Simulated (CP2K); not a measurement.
Consider trifluoromethylacetylene at its PBE geometry (Å).

```xyz
7

C     1.6669    0.4562   -0.3277
C     0.5264    0.1378   -0.0877
C    -0.8595   -0.2361    0.1731
F    -1.1902   -1.4029   -0.4528
F    -1.7220    0.7298   -0.2722
F    -1.1004   -0.4221    1.5050
H     2.6788    0.7374   -0.5376
```

Method: CP2K XAS_TDP, all-electron GAPW, PBEh(45%), aug-cc-pVDZ, TDA, no relativity.

Q: Where do the F K-edge lines lie, and how strong are they?

Leading lines: F4 683.28 eV. The leading line of an atom is its first one with 35 % of the strongest within 2.5 eV of its lowest line over the strength cut. 

The first six lines of each atom with a strength over 0.0015:

```
                     atom  energy (eV)  states  strength, one atom
F4 (bonded to C), 3 alike       683.28       1              0.0286
                                684.52       1              0.0044
                                686.28       1              0.0088
                                686.64       1              0.0139
                                687.02       1              0.0025
                                687.14       1              0.0029
```

Lines are vertical, at one geometry, with no vibrational structure. Without a correction of the core level, line positions, and the gaps between valence and Rydberg lines, follow the share of exact exchange. These values hold no scalar relativity, about 0.7 eV for F 1s. Rydberg lines, and the discretised continuum above threshold, depend on the basis and the box.

[Banner, clock and machine lines of the logs are left out without a mark of their own.]

[Logs are printed without paths, hosts, clocks, repeated set-up lines and the standing remarks that a program may print on its own settings, such as how far it seeks lower states.]

[Hosts, paths, dates, database ids (printed as entryN), source tags and the programs' standing remarks are cut or masked in the printed files.]
